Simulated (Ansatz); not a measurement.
# Ta2NF2 monolayer: following an unstable mode, part 3 of 3

Wanted: the energy along a soft mode of Ta2NF2 monolayer and the structure at the end.

Ansatz 0.2.0; DFT PBE, scalar-relativistic, plane waves, PAW; PAW set soft_1.

So far. Step 4 (The mode frozen in, largest atomic shift 0.22 Å): The energy, extrapolated to zero smearing, is -4.00 meV/atom against the undistorted cell. Step 5 (Energy along the mode, all amplitudes (two of the runs …): The lowest of the steps tried is at 0.22 Å, 4.00 meV/atom below the parent; the bottom of the well need not coincide with a step.

### Step 6. Relaxation from the frozen mode (continued)

Valence density in the ac plane at fractional y = 0.017, with atoms of N and Ta and F within 0.2 Å of it. It is the smooth field of the valence electrons, not physical close to the nuclei.

Ten steps, logarithmic in the rise over the least value, from '_' (0.00 × 1e0 e/Å³) to '@' (6.69 × 1e0 e/Å³), each cell a mean:
```
______________________________
______________________________
______________________________
______________________________
______________________________
______________________________
______________________________
______________________________
______________________________
______________________________
______________________________
______________________________
______________________________
______________________________
____::++%%%%++::..____________
==----++####++++##%%##**==--==
##**==========++**####++==**##
--==**%%%%%%##==--==----------
....::--------++%%@@%%++::....
________________......________
______________________________
______________________________
______________________________
______________________________
```
Columns run along a (5.6 Å), rows up along c (33.2 Å). Atoms in or near the plane, at fractional coordinates: N at (0.00, 0.32), Ta at (0.65, 0.33), Ta at (0.30, 0.27), F at (0.30, 0.37), F at (0.61, 0.23).

ELF in the ac plane at fractional y = 0.017, with atoms of N and Ta and F within 0.2 Å of it. It is the smooth field of the valence electrons, not physical close to the nuclei.

Values, 24 rows by 15 columns, each cell a mean:
```
0.00 0.00 0.00 0.00 0.00 0.00 0.00 0.00 0.00 0.00 0.00 0.00 0.00 0.00 0.00
0.00 0.00 0.00 0.00 0.00 0.00 0.00 0.00 0.00 0.00 0.00 0.00 0.00 0.00 0.00
0.00 0.00 0.00 0.00 0.00 0.00 0.00 0.00 0.00 0.00 0.00 0.00 0.00 0.00 0.00
0.00 0.00 0.00 0.00 0.00 0.00 0.00 0.00 0.00 0.00 0.00 0.00 0.00 0.00 0.00
0.00 0.00 0.00 0.00 0.00 0.00 0.00 0.00 0.00 0.00 0.00 0.00 0.00 0.00 0.00
0.00 0.00 0.00 0.00 0.00 0.00 0.00 0.00 0.00 0.00 0.00 0.00 0.00 0.00 0.00
0.00 0.00 0.00 0.00 0.00 0.00 0.00 0.00 0.00 0.00 0.00 0.00 0.00 0.00 0.00
0.00 0.00 0.00 0.00 0.00 0.00 0.00 0.00 0.00 0.00 0.00 0.00 0.00 0.00 0.00
0.00 0.00 0.00 0.00 0.00 0.00 0.00 0.00 0.00 0.00 0.00 0.00 0.00 0.00 0.00
0.00 0.00 0.00 0.00 0.00 0.00 0.00 0.00 0.00 0.00 0.00 0.00 0.00 0.00 0.00
0.00 0.00 0.00 0.00 0.00 0.00 0.00 0.00 0.00 0.00 0.00 0.00 0.00 0.00 0.00
0.00 0.00 0.00 0.00 0.00 0.00 0.00 0.00 0.00 0.00 0.00 0.00 0.00 0.00 0.00
0.00 0.00 0.00 0.00 0.00 0.00 0.00 0.00 0.00 0.00 0.00 0.00 0.00 0.00 0.00
0.00 0.00 0.01 0.03 0.05 0.05 0.04 0.01 0.00 0.00 0.00 0.00 0.00 0.00 0.00
0.01 0.06 0.32 0.58 0.66 0.66 0.61 0.34 0.06 0.03 0.03 0.04 0.03 0.01 0.01
0.39 0.30 0.25 0.38 0.47 0.47 0.40 0.31 0.48 0.47 0.49 0.42 0.19 0.26 0.38
0.52 0.68 0.45 0.27 0.33 0.37 0.32 0.34 0.45 0.47 0.50 0.38 0.38 0.69 0.59
0.55 0.34 0.42 0.65 0.52 0.60 0.58 0.22 0.24 0.30 0.32 0.29 0.30 0.40 0.53
0.34 0.20 0.10 0.13 0.19 0.15 0.20 0.62 0.76 0.71 0.75 0.57 0.19 0.15 0.31
0.01 0.00 0.00 0.00 0.00 0.01 0.03 0.14 0.24 0.27 0.23 0.12 0.03 0.01 0.00
0.00 0.00 0.00 0.00 0.00 0.00 0.00 0.00 0.00 0.00 0.00 0.00 0.00 0.00 0.00
0.00 0.00 0.00 0.00 0.00 0.00 0.00 0.00 0.00 0.00 0.00 0.00 0.00 0.00 0.00
0.00 0.00 0.00 0.00 0.00 0.00 0.00 0.00 0.00 0.00 0.00 0.00 0.00 0.00 0.00
0.00 0.00 0.00 0.00 0.00 0.00 0.00 0.00 0.00 0.00 0.00 0.00 0.00 0.00 0.00
```
Columns run along a (5.6 Å), rows up along c (33.2 Å). Atoms in or near the plane, at fractional coordinates: N at (0.00, 0.32), Ta at (0.65, 0.33), Ta at (0.30, 0.27), F at (0.30, 0.37), F at (0.61, 0.23).

The distorted start has space group P-3; the relaxation ends in P-3.

### Step 7. The phases reached

The phases reached along the modes that were followed are set side by side.

Energies are those of the first relaxation, on the mesh of the frozen mode; space group, volume and gap are those of the last relaxation. Phases, by row:

```csv
mode frozen in,space group,energy from parent (meV/atom),volume (Å³/atom),gap on mesh (eV),lowest zone-centre optical mode (cm⁻¹),largest shift (Å)
parent,P-3m1,0,62.71,0,–,–
"q = (0, -0.5, 0), 122i cm⁻¹",P2_1/m,-180,58.97,0,–,1.037
"q = (0.333, 0.333, 0), 95i cm⁻¹",P-3,-50.48,59.37,0,–,0.48
```

### Step 8. What came out

```
unstable mode of the parent                                                      : q = (0.333, 0.333, 0), 95i cm⁻¹
depth at the lowest point sampled                                                : 4.00 meV/atom
largest atomic shift at that point                                               : 0.22 Å
space group reached (within 0.01 Å)                                              : P-3
energy gained over the parent (first relaxation, on the mesh of the frozen mode) : 50.5 meV/atom
area per atom, phase reached                                                     : 1.79 Å²
```

Along this mode the structure falls into P-3, 50.5 meV/atom below the parent. At the parent's cell the well is 4.005 meV/atom deep on the steps tried, with its lowest point at a shift of 0.22 Å. Relaxing atoms and cell changes the gain by +46.48 meV/atom against the lowest step (energies at zero smearing). Most of the total comes from this relaxation. The modes of the phase reached were not computed on this path. Of the 2 patterns followed to their end from this parent, this one ends 130 meV/atom above the lowest, P2_1/m. Each path keeps the symmetry of its pattern, so a lower phase may lie along a pattern not tried. With no gap, or one that is small against the smearing, the frequencies hang on the k mesh and the smearing, most of all near Kohn anomalies. The phonon runs are without spin polarisation, although the cell has an odd electron count. In a sheet or slab the interpolated bending branch near Γ is rough, since the rotational sum rule isn't imposed. Spin-orbit coupling is left out, which can matter for the heavy elements here. A phonon run warned that its eigensolver left some bands unconverged in a pass. The starting cell was built on a prototype and not taken from a measurement.

[Logs are printed without paths, hosts, clocks, repeated set-up lines and the standing remarks that a program may print on its own settings, such as how far it seeks lower states.]

[Hosts, paths, dates, database ids (printed as entryN), source tags and the programs' standing remarks are cut or masked in the printed files.]
